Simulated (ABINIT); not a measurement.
# Calculated records

```
Beyond one shot: ZnSe (Stilleite)
1.0
     0.00000    2.83380    2.83380
     2.83380    0.00000    2.83380
     2.83380    2.83380    0.00000
Zn Se
1 1
Direct
  0.00000 0.00000 0.00000
  0.25000 0.25000 0.25000
# method: RPA screening on PBE from quasiparticle energies and orbitals, plane waves, norm-conserving pseudopotentials (and 4 further levels or steps)
# program: ABINIT 10.8.3
# settings: cutoff 48 Ha, PseudoDojo scalar-relativistic 0.4 stringent, norm-conserving, ngkpt (4, 4, 4), nband 95, ecuteps 5 Ha, gwcalctyp 27, nfreqre 1, inclvkb 2, shiftk (0, 0, 0), symchi 1, awtr 1, frequency static, cycle 5, q points all but q = 0, 4×4×4 k-mesh
# cost: 16 runs, 25 min in all on 8 MPI ranks of Arm Neoverse V1, shared host
# notes: The cell and positions come from the Crystallography Open Database and are kept as given unless a step says otherwise. Limits: no spin-orbit coupling. The 4×4×4 mesh is coarse for this cell, which bears on the long-range parts of exchange and screening.
# G0W0: 2.008 eV
# self-consistent COHSEX, cycle 1: 2.452 eV
# self-consistent COHSEX, cycle 2: 2.809 eV
# self-consistent COHSEX, cycle 3: 2.901 eV
# self-consistent COHSEX, cycle 4: 2.912 eV
# self-consistent COHSEX, cycle 5: 2.902 eV
# known limits: short of the basis limit; no spin-orbit coupling; coarse k mesh
```

[Long decimals in the printed logs are rounded to 6 places.]

[Logs are printed without paths, hosts, clocks, repeated set-up lines and the standing remarks that a program may print on its own settings, such as how far it seeks lower states.]

[Paths, hosts, dates, memory and timing lines, banners, echoed tables and standing remarks are left out of the program output; an Ansatz launch command may be rebuilt from the run's recorded settings. Measured values are a selection of at most five: reports struck by readers or far from the other reports are left out. None is set beside runs whose start may be inverted or whose files or cutoffs have a known fault.]

[Runs of the session that timed out or met a known fault of the program may be left out.]

[Hosts, paths, dates, database ids (printed as entryN), source tags and the programs' standing remarks are cut or masked in the printed files.]

[G0W0 gaps are taken among the corrected bands and points alone; a level outside them can change the order at an edge.]

[Where Ansatz stands beside ABINIT at settings called matched, ABINIT's density can come from a denser mesh and the files from another edition; pairs whose starting gaps differed by over 0.03 eV were left out, so agreement reads better than it is.]
